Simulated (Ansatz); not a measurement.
# How fast states decay through Li3BrCl2

A new crystal, Li3BrCl2: structure, gap and complex bands. It is built by putting Li for Rb, Cl for I in the Rb3I2Br structure of space group Immm, with the volume rescaled by atomic radii. The parent structure comes from the Materials Project.

Calculated with Ansatz 0.2.0; r2SCAN DFT, plane waves, PAW files, in the first sound run; inputs show where later runs differ.

The structure was built from a prototype and need not be the compound's stable phase.

### Step 1. The structure

The structure is orthorhombic, space group Immm (No. 71). Conventional cell: a = 3.984 Å, b = 5.670 Å, c = 12.002 Å, α = 90.00°, β = 90.00°, γ = 90.00°. Nearest to Li lie 2 Br at 2.72 Å and 4 Cl at 2.84 to 2.90 Å. Li has 2 Br at 2.84 Å and 4 Cl at 2.84 Å nearest. Nearest to Cl lie 6 Li at 2.84 to 2.90 Å. Br has 6 Li at 2.72 to 2.84 Å nearest. It derives from Rb3I2Br. Li for Rb, Cl for I in the Rb3I2Br structure of space group Immm. Farther neighbours and most contacts between anions are not listed.

### Step 2. Relaxing the new crystal

The substituted atoms don't fit the parent's cell, so cell and atoms relax together. A small smearing keeps the run stable in case the gap closes on the way.

input.yaml

```yaml
crystal:
  lattice:
    - [-1.9919871797, 2.8350087576, 6.0008022453]
    - [1.9919871797, -2.8350087576, 6.0008022453]
    - [1.9919871797, 2.8350087576, -6.0008022453]
  atoms:
    - { symbol: Li, position: [0.34521018, 0.34521018, 0.0] }
    - { symbol: Li, position: [0.0, 0.0, 0.0] }
    - { symbol: Li, position: [0.65478982, 0.65478982, 0.0] }
    - { symbol: Cl, position: [0.16915488, 0.66915488, 0.5] }
    - { symbol: Cl, position: [0.83084512, 0.33084512, 0.5] }
    - { symbol: Br, position: [0.5, 0.0, 0.5] }
kpoints:
  mp_grid: { grid: [6, 6, 6] }
scf:
  occupations: { method: gaussian, width: 0.03 }
hamiltonian:
  xc: r2scan
output:
  forces: true
  stress: true
relax:
  f_tol: 0.02
  max_steps: 60
  cell: {}
```

The run is started by

```console
$ ansatz run input.yaml --threads 2 --pin off --max-ram 4096MiB --backend cpu --events-out ev --progress --plain --runs-dir out
```

Numbers of over 12 decimals in the logs are rounded to 6 here.

Output:

```text
basis.fft_grid_basis auto: the FFT boxes are laid along the combinations [[1, 0, 1], [0, 1, 1], [0, 0, 1]] of the cell's own vectors, 5.670, 3.984 and 6.929 Å long. The dense box has 45×30×54 points. Along the cell's own vectors, as sized, it would have 54×54×54, 2.16 times as many. Of the 8 symmetry operations that the crystal satisfies within crystal.symmetry.tolerance (time reversal apart; of a slab, those that ke [...]
Engine: ansatz 0.2.0, aarch64-unknown-linux-gnu
Pseudopotentials: kind: paw
Pseudopotential: Li, paw, valence charge 3, recommended cutoff 500 eV (meta_gga), Li.paw.azcp
Pseudopotential: Cl, paw, valence charge 7, recommended cutoff 500 eV (meta_gga), Cl.paw.azcp
Pseudopotential: Br, paw, valence charge 7, recommended cutoff 500 eV (meta_gga), Br.paw.azcp
Functional definition: r2SCAN
  parameter k0 = 0.174
  parameter k1 = 0.065
  parameter a1 = 4.9479
  exchange = r2scan_x(k0 = k0, k1 = k1, a1 = a1)
  correlation = r2scan_c
Crystal: 6 atoms, lattice volume = 135.553 Å³
Basis set: ecut = 500 eV, 3421 PW (Γ), FFT grids on a1+a3, a2+a3, a3, exchange–correlation on 180×120×216 points (64 copies of the dense FFT grid, shifted against one another)
Bands: 21, of which v1, the nominal top of the filled ones, is band 15 counted from 1 (14 counted from 0)
Symmetry: 8 space group operations
Space group: Immm (ITA 71), of the structure as read, at distance tolerance 5.1e-5 Å
k-points: 46 of 216
Non-local potential: Li, projectors of the file, l = 0: 3, l = 1: 2, l = 2: 1
Non-local potential: Cl, projectors of the file, l = 0: 2, l = 1: 2, l = 2: 2
Non-local potential: Br, projectors of the file, l = 0: 2, l = 1: 2, l = 2: 2
PAW form: soft (Blöchl's): semilocal exchange-correlation on the pseudo side does not see the compensation charge
PAW frozen core: Cl, regenerated for the run's functional (the file was generated under x = pbe(κ = 0.804, μ = 0.219515), c = pbe(β = 0.066725))
PAW frozen core: Br, regenerated for the run's functional (the file was generated under x = pbe(κ = 0.804, μ = 0.219515), c = pbe(β = 0.066725))
PAW one-centre angular grid: Li, 302 points (default); XC on 327 of its mesh's 2665 points in the sphere
PAW one-centre angular grid: Cl, 302 points (default); XC on 160 Gauss nodes
PAW one-centre angular grid: Br, 302 points (default); XC on 160 Gauss nodes
Initial density: superposition of atomic densities (neutral atoms: chi_scale 0, normalization atom), corrected by the library's trained network
Initial wavefunctions: pseudopotential atomic-orbital guess
Functional: x = r2scan, c = r2scan; τ floored in thin density (d = 2e-4 eV/Å³)
SCF iter   1: F=—  HF=-5586.387090 eV  |F-HF|=—  |Δ(HF+E_count)|=         —  Δρ=3.63e-3  dr2=1.25e-2  dr2_τ=3.97e-3  ethr=1.77e-3  ⟨swp⟩=7.4  Hψ=5200  notcnv=0
preconditioner: auto → Resta (q_TF=auto, 2.122 Å⁻¹)  ε∞=2.5  [insulator: Δε(μ)=5.602 eV  Ē_g=12.576 eV  σ=0.030 eV  W_gap=1.00  n_scr=20 (ndim 8)  ℏωp=15.6 eV  f_vac=0.000  D(μ)=0.00/eV (n_scr^D=0)  ε∞_Penn≈2.5]
SCF iter   2: F=—  HF=-5586.429165 eV  |F-HF|=—  |Δ(HF+E_count)|=   4.21e-2  Δρ=1.76e-3  dr2=2.92e-3  dr2_τ=1.32e-4  ethr=4.17e-5  ⟨swp⟩=2.6  Hψ=2130  notcnv=0  defer=72
SCF iter   3: F=—  HF=-5586.429797 eV  |F-HF|=—  |Δ(HF+E_count)|=   6.32e-4  Δρ=4.47e-4  dr2=2.26e-4  dr2_τ=3.15e-5  ethr=9.74e-6  ⟨swp⟩=3.0  Hψ=1766  notcnv=0  defer=26
automatic band count: iteration 3 solves 20 bands in place of 21: the levels show a gap, and the empty bands left out lie too high to hold charge; the band table lists the bands solved (type scf.n_extra_bands for more)
SCF iter   4: F=—  HF=-5586.429891 eV  |F-HF|=—  |Δ(HF+E_count)|=   9.38e-5  Δρ=6.29e-5  dr2=6.13e-6  dr2_τ=3.57e-7  ethr=7.54e-7  ⟨swp⟩=2.0  Hψ=1579  notcnv=0  defer=26
SCF iter   5: F=—  HF=-5586.429860 eV  |F-HF|=—  |Δ(HF+E_count)|=   3.07e-5  Δρ=1.18e-5  dr2=2.03e-7  dr2_τ=8.69e-9  ethr=2.04e-8  ⟨swp⟩=2.6  Hψ=1487  notcnv=0  defer=26
SCF iter   6: F=-5586.429860 eV  HF=-5586.429860 eV  |F-HF|=2.57e-9  |Δ(HF+E_count)|=   1.01e-7  Δρ=1.77e-6  dr2=4.80e-9  dr2_τ=4.42e-10  ethr=3.33e-10  ⟨swp⟩=4.4  Hψ=3123  notcnv=0
SCF 1 converged in 6 iterations: F = -5586.429860 eV  dr2 = 4.80e-9
  greatest PAW one-centre occupation: 0.999 electrons in one spin orbital (limit 2), on the Li atom at site 2 (counted from 0), in its partial waves of l = 0
relax step   1: F+E_penalty+E_count = -5586.42986032 eV  Δ(F+E_penalty+E_count) = +0.000e0 eV  max|allowed force component| = 3.680e-1 eV/Å  Δτ_max = 0.0000 Å  P = -4.201 GPa  Ω = 135.553 Å³  (6 SCF iters, dr2 threshold 1.00e-7 eV, accepted)
Crystal: 6 atoms, lattice volume = 117.395 Å³
Basis set: ecut = 500 eV, 2927 PW (Γ), FFT grids on a1+a3, a2+a3, a3, exchange–correlation on 180×120×216 points (64 copies of the dense FFT grid, shifted against one another)
Initial density: handed on by an earlier stage of this run
Initial wavefunctions: those handed on with the density
iter 1 solved again at ethr=2.34e-4 eV; its pass at ethr=3.10e-3 eV (dr2=7.02e-2 eV) is discarded
SCF iter   1: F=—  HF=-5587.177576 eV  |F-HF|=—  |Δ(HF+E_count)|=         —  Δρ=9.97e-3  dr2=7.13e-2  dr2_τ=2.29e-1  ethr=2.34e-4  ⟨swp⟩=1.0  Hψ=5256  notcnv=0
automatic band count: iteration 1 solves 18 bands in place of 21: the levels show a gap, and the empty bands left out lie too high to hold charge; the band table lists the bands solved (type scf.n_extra_bands for more)
preconditioner: auto → Resta (q_TF=auto, 2.173 Å⁻¹)  ε∞=2.9  [insulator: Δε(μ)=5.835 eV  Ē_g=12.263 eV  σ=0.030 eV  W_gap=1.00  n_scr=18 (ndim 8)  ℏωp=16.8 eV  f_vac=0.000  D(μ)=0.00/eV (n_scr^D=0)  ε∞_Penn≈2.9]
SCF iter   2: F=—  HF=-5586.890197 eV  |F-HF|=—  |Δ(HF+E_count)|=   2.87e-1  Δρ=5.44e-3  dr2=2.01e-2  dr2_τ=2.03e-3  ethr=2.34e-4  ⟨swp⟩=3.0  Hψ=1658  notcnv=0
SCF iter   3: F=—  HF=-5586.899175 eV  |F-HF|=—  |Δ(HF+E_count)|=   8.98e-3  Δρ=8.32e-4  dr2=9.58e-4  dr2_τ=1.42e-4  ethr=6.70e-5  ⟨swp⟩=2.1  Hψ=1383  notcnv=0
SCF iter   4: F=—  HF=-5586.899350 eV  |F-HF|=—  |Δ(HF+E_count)|=   1.75e-4  Δρ=1.86e-4  dr2=5.25e-5  dr2_τ=6.25e-6  ethr=3.19e-6  ⟨swp⟩=2.0  Hψ=1239  notcnv=0
SCF iter   5: F=—  HF=-5586.899357 eV  |F-HF|=—  |Δ(HF+E_count)|=   7.18e-6  Δρ=6.24e-5  dr2=3.43e-6  dr2_τ=3.40e-7  ethr=1.75e-7  ⟨swp⟩=3.0  Hψ=1514  notcnv=0
SCF iter   6: F=-5586.899361 eV  HF=-5586.899361 eV  |F-HF|=3.45e-8  |Δ(HF+E_count)|=   4.18e-6  Δρ=5.15e-6  dr2=2.95e-8  dr2_τ=2.36e-9  ethr=2.00e-9  ⟨swp⟩=5.0  Hψ=3105  notcnv=0
SCF 2 converged in 6 iterations: F = -5586.899361 eV  dr2 = 2.95e-8
  greatest PAW one-centre occupation: 0.999 electrons in one spin orbital (limit 2), on the Li atom at site 1 (counted from 0), in its partial waves of l = 0
relax step   2: F+E_penalty+E_count = -5586.89936143 eV  Δ(F+E_penalty+E_count) = -4.695e-1 eV  max|allowed force component| = 1.988e-1 eV/Å  Δτ_max = 0.1833 Å  P = -2.150 GPa  Ω = 117.395 Å³  energy of the carried Pulay correction = +1.588e-3 eV  (6 SCF iters, dr2 threshold 6.00e-7 eV, accepted)
Crystal: 6 atoms, lattice volume = 101.077 Å³
Basis set: ecut = 500 eV, 2589 PW (Γ), FFT grids on a1+a3, a2+a3, a3, exchange–correlation on 180×120×216 points (64 copies of the dense FFT grid, shifted against one another)
iter 1 solved again at ethr=1.78e-4 eV; its pass at ethr=3.10e-3 eV (dr2=5.33e-2 eV) is discarded
SCF iter   1: F=—  HF=-5587.158317 eV  |F-HF|=—  |Δ(HF+E_count)|=         —  Δρ=6.61e-3  dr2=5.43e-2  dr2_τ=4.22e-1  ethr=1.78e-4  ⟨swp⟩=1.3  Hψ=5338  notcnv=0
automatic band count: iteration 1 solves 18 bands in place of 21: the levels show a gap, and the empty bands left out lie too high to hold charge; the band table lists the bands solved (type scf.n_extra_bands for more)
preconditioner: auto → Resta (q_TF=auto, 2.228 Å⁻¹)  ε∞=3.0  [insulator: Δε(μ)=6.438 eV  Ē_g=12.955 eV  σ=0.030 eV  W_gap=1.00  n_scr=18 (ndim 8)  ℏωp=18.1 eV  f_vac=0.000  D(μ)=0.00/eV (n_scr^D=0)  ε∞_Penn≈3.0]
SCF iter   2: F=—  HF=-5586.920599 eV  |F-HF|=—  |Δ(HF+E_count)|=   2.38e-1  Δρ=3.84e-3  dr2=1.41e-2  dr2_τ=9.33e-4  ethr=1.78e-4  ⟨swp⟩=3.5  Hψ=1800  notcnv=0
SCF iter   3: F=—  HF=-5586.922281 eV  |F-HF|=—  |Δ(HF+E_count)|=   1.68e-3  Δρ=7.45e-4  dr2=8.55e-4  dr2_τ=8.13e-5  ethr=4.71e-5  ⟨swp⟩=2.4  Hψ=1423  notcnv=0
SCF iter   4: F=—  HF=-5586.922436 eV  |F-HF|=—  |Δ(HF+E_count)|=   1.55e-4  Δρ=2.42e-4  dr2=3.66e-5  dr2_τ=5.33e-6  ethr=2.85e-6  ⟨swp⟩=2.7  Hψ=1521  notcnv=0
SCF iter   5: F=—  HF=-5586.922442 eV  |F-HF|=—  |Δ(HF+E_count)|=   6.02e-6  Δρ=5.24e-5  dr2=1.90e-6  dr2_τ=2.88e-7  ethr=1.22e-7  ⟨swp⟩=2.0  Hψ=1445  notcnv=0
SCF iter   6: F=-5586.922444 eV  HF=-5586.922444 eV  |F-HF|=2.61e-8  |Δ(HF+E_count)|=   1.27e-6  Δρ=6.95e-6  dr2=4.31e-8  dr2_τ=6.27e-9  ethr=2.00e-9  ⟨swp⟩=5.0  Hψ=3298  notcnv=0
SCF 3 converged in 6 iterations: F = -5586.922444 eV  dr2 = 4.31e-8
relax step   3: F+E_penalty+E_count = -5586.92244377 eV  Δ(F+E_penalty+E_count) = -2.308e-2 eV  max|allowed force component| = 3.152e-1 eV/Å  Δτ_max = 0.1316 Å  P = +2.677 GPa  Ω = 101.077 Å³  energy of the carried Pulay correction = +3.379e-3 eV  (6 SCF iters, dr2 threshold 6.00e-7 eV, accepted)
[...]
relax step   4: F+E_penalty+E_count = -5586.99236435 eV  Δ(F+E_penalty+E_count) = -6.992e-2 eV  max|allowed force component| = 2.986e-2 eV/Å  Δτ_max = 0.0613 Å  P = -0.131 GPa  Ω = 108.640 Å³  energy of the carried Pulay correction = +2.497e-3 eV  (5 SCF iters, dr2 threshold 6.00e-7 eV, accepted)
[...]
relax step   5: F+E_penalty+E_count = -5586.99519718 eV  Δ(F+E_penalty+E_count) = -2.833e-3 eV  max|allowed force component| = 5.670e-3 eV/Å  Δτ_max = 0.0115 Å  P = +0.032 GPa  Ω = 108.067 Å³  energy of the carried Pulay correction = +2.561e-3 eV  (4 SCF iters, dr2 threshold 6.00e-7 eV, accepted)
[...]
relax step   6: F+E_penalty+E_count = -5586.99522395 eV  Δ(F+E_penalty+E_count) = -2.676e-5 eV  max|allowed force component| = 1.077e-3 eV/Å  Δτ_max = 0.0023 Å  P = +0.007 GPa  Ω = 108.155 Å³  energy of the carried Pulay correction = +2.551e-3 eV  (4 SCF iters, dr2 threshold 9.68e-9 eV, accepted)
Basis set: ecut = 500 eV, 2743 PW (Γ), FFT grids on a1+a3, a2+a3, a3, exchange–correlation on 160×120×192 points (64 copies of the dense FFT grid, shifted against one another)
Initial wavefunctions: pseudopotential atomic-orbital guess (no wavefunctions were taken with the density)
iter 1 solved again at ethr=3.22e-7 eV; its pass at ethr=3.10e-3 eV (dr2=9.65e-5 eV) is discarded
SCF iter   1: F=—  HF=-5586.993192 eV  |F-HF|=—  |Δ(HF+E_count)|=         —  Δρ=1.68e-4  dr2=2.42e-6  dr2_τ=1.85e-5  ethr=3.22e-7  ⟨swp⟩=3.1  Hψ=7654  notcnv=0
preconditioner: auto → Resta (q_TF=auto, 2.203 Å⁻¹)  ε∞=2.7  [insulator: Δε(μ)=6.295 eV  Ē_g=13.502 eV  σ=0.030 eV  W_gap=1.00  n_scr=18 (ndim 8)  ℏωp=17.5 eV  f_vac=0.000  D(μ)=0.00/eV (n_scr^D=0)  ε∞_Penn≈2.7]
SCF iter   2: F=—  HF=-5586.993213 eV  |F-HF|=—  |Δ(HF+E_count)|=   2.14e-5  Δρ=8.76e-5  dr2=6.68e-7  dr2_τ=1.85e-6  ethr=8.06e-9  ⟨swp⟩=2.0  Hψ=1521  notcnv=0
SCF iter   3: F=—  HF=-5586.993220 eV  |F-HF|=—  |Δ(HF+E_count)|=   6.82e-6  Δρ=2.84e-6  dr2=6.40e-9  dr2_τ=1.35e-9  ethr=2.23e-9  ⟨swp⟩=2.0  Hψ=1518  notcnv=0
SCF iter   4: F=—  HF=-5586.993220 eV  |F-HF|=—  |Δ(HF+E_count)|=   1.00e-8  Δρ=1.06e-6  dr2=7.27e-10  dr2_τ=1.56e-10  ethr=2.13e-11  ⟨swp⟩=2.0  Hψ=1518  notcnv=0
SCF iter   5: F=-5586.993220 eV  HF=-5586.993220 eV  |F-HF|=7.28e-12  |Δ(HF+E_count)|=  8.10e-10  Δρ=1.31e-7  dr2=1.98e-11  dr2_τ=6.73e-12  ethr=1.00e-12  ⟨swp⟩=3.7  Hψ=4106  notcnv=0
SCF 7 converged in 5 iterations: F = -5586.993220 eV  dr2 = 1.98e-11
relax step   7: F+E_penalty+E_count = -5586.99322027 eV  Δ(F+E_penalty+E_count) = +2.004e-3 eV  max|allowed force component| = 1.072e-3 eV/Å  Δτ_max = 0.0000 Å  P = +0.002 GPa  Ω = 108.155 Å³  stress off target by 1.89e-2 GPa  SCF on the basis re-selected at this cell (its energy is not comparable with the rows above)  (5 SCF iters)
basis re-selected at this cell: Δ(F+E_penalty+E_count) = +2.004e-3 eV, ΔP = -0.006 GPa vs the last step (what re-selecting the basis moved, of the pressure what is left beyond the Pulay correction that the steps carried, after the strain that the cell walked since its last selection, with what the two solves' SCF thresholds leave and, on support functions, any second-order correction that the steps lacked; it is no measure of the basis error at this ecutwfc). The dense FFT grid was sized anew with the basis: this SCF ran on 40×30×48 points, the steps before it on 45×30×54, so part of this shift can come from that change (see relax.cell in the input reference). [rest of the remark cut]
SCF converged after 5 iterations
Free energy (F): -5586.993220 eV
Harris-Foulkes:  -5586.993220 eV  (|F-HF|=7.28e-12)
Internal energy: -5586.993220 eV  (E = F + TS)
E sigma→0 (E₀):  -5586.993220 eV
Fermi energy:    5.119056 eV
--- Per-component energies (eV) ---
  E_band       = -329.047652
  E_kinetic    = 523.945318
  E_local      = -964.100097  (includes V_loc(G=0)·N_el)
  E_nonlocal   = 26.884559
  E_hartree    = 271.732805
  E_xc         = -493.365826
  E_vxc        = -432.752255  (∫ρ·V_xc dr)
  E_paw        = -3668.841443  (= ΣΔE_a)
  E_vpaw       = -49.286436  (= ΣTr[D̂ρ^β])
  E_aug_tail   = -0.000225  (compensation charges beyond the density's cutoff)
  E_vtau       = 22.795877  (kinetic-family band-sum trace: ∫τ·v_τ [+ j·A + Jᵃ·Aᵃ] dr)
  E_ewald      = -1282.817305
  E_core_change = -0.431007  (= ΣΔE_core)
  E_smearing   = -0.000000  (= −TS)
  E_closure    = 0.000000  (closes the sum)
  Σ components = -5586.993220   (vs F -5586.993220, Δ=0.00e0)
--- Forces (eV/Å), atoms counted from 1 ---
  atom   1  Li     0.00000000     0.00000000    -0.00095732
  atom   2  Li     0.00000000     0.00000000     0.00000000
  atom   3  Li     0.00000000     0.00000000     0.00095732
  atom   4  Cl     0.00000000     0.00000000     0.00107220
  atom   5  Cl     0.00000000     0.00000000    -0.00107220
  atom   6  Br     0.00000000     0.00000000     0.00000000
  max |Σ_I F_I| component: 6.31e-30 eV/Å
--- Stress (GPa, compression-positive) ---
       -0.006624       0.000000       0.000000
        0.000000       0.018940       0.000000
        0.000000       0.000000      -0.007270
  P = ⅓ Tr σ = 0.0017 GPa (0.017 kbar)
--- Relaxed structure (6 steps of the walk, 6 accepted, 1 SCFs on fresh bases) ---
  F+E_penalty+E_count = -5586.99322027 eV   max|allowed force component| = 1.072e-3 eV/Å   (the final SCF, on the basis selected at the relaxed cell)
  cell:  # Å, volume = 108.1549 Å³
    - [-1.851808, 2.625035, 5.562308]
    - [1.851808, -2.625035, 5.562308]
    - [1.851808, 2.625035, -5.562308]
  atoms:
    - { symbol: Li, position: [0.322440, 0.322440, 0] }
    - { symbol: Li, position: [-2.8908192689327337e-19, -2.8908192689327337e-19, 0] }
    - { symbol: Li, position: [0.677560, 0.677560, 0] }
    - { symbol: Cl, position: [0.167731, 0.667731, 0.500000] }
    - { symbol: Cl, position: [0.832269, 0.332269, 0.500000] }
    - { symbol: Br, position: [0.500000, -2.890819268932737e-19, 0.500000] }
```

Run time: 46 s. Hardware: 2 threads of Arm Neoverse V2, shared host; peak memory 0.77 GiB; 91 s of CPU time.

Relaxation path:

```csv
step,energy less that of the first step (eV),largest force component (eV/Å),pressure (GPa),volume (Å³)
1,0.0000,0.3680,-4.20,135.55
2,-0.4695,0.1988,-2.15,117.39
3,-0.4926,0.3152,2.68,101.08
4,-0.5625,0.0299,-0.13,108.64
5,-0.5653,0.0057,0.03,108.07
6,-0.5654,0.0011,0.01,108.15
7*,-0.5634,0.0011,0.00,108.15
```

Relaxation steps marked * repeat the geometry before them on a plane-wave basis chosen anew for their cell, so energy and pressure can jump there.

Forces are held to the 8 operations that the run works with; a distortion that breaks them can't arise in this run.

```csv
"conventional cell, symmetrised",before,after,change
a (Å),3.984,3.704,-7.0 %
b (Å),5.670,5.250,-7.4 %
c (Å),12.002,11.125,-7.3 %
volume (Å³/atom),22.59,18.03,-20.2 %
```

The atoms that moved most (Å, as changes of fractional coordinates times the final cell):

```csv
atom,dx,dy,dz,length
Li1,0.000,0.000,-0.253,0.253
Li3,0.000,0.000,0.253,0.253
Cl4,0.000,0.000,-0.016,0.016
Cl5,0.000,0.000,0.016,0.016
```

Final coordinates:

```xyz
6
Lattice="-1.8518 2.6250 5.5623 1.8518 -2.6250 5.5623 1.8518 2.6250 -5.5623" Properties=species:S:1:pos:R:3 pbc="T T T"
Li    0.0000    0.0000    3.5870
Li    0.0000    0.0000    0.0000
Li    0.0000    0.0000    7.5376
Cl    1.8518    0.0000    1.8659
Cl    0.0000    2.6250    3.6964
Br    0.0000    2.6250    0.0000
```

Numbers from this step:

```yaml
free_energy: -5586.9932 eV
fermi_energy: 5.119 eV
pressure: 0.001682 GPa
```

The largest force component on a free atom ends at 0.0011 eV/Å.

(Part 1 of 3 ends here.)

[Logs are printed without paths, hosts, clocks, repeated set-up lines and the standing remarks that a program may print on its own settings, such as how far it seeks lower states.]

[Hosts, paths, dates, database ids (printed as entryN), source tags and the programs' standing remarks are cut or masked in the printed files.]

[New means built here by substitution; the compound itself may be known and measured.]
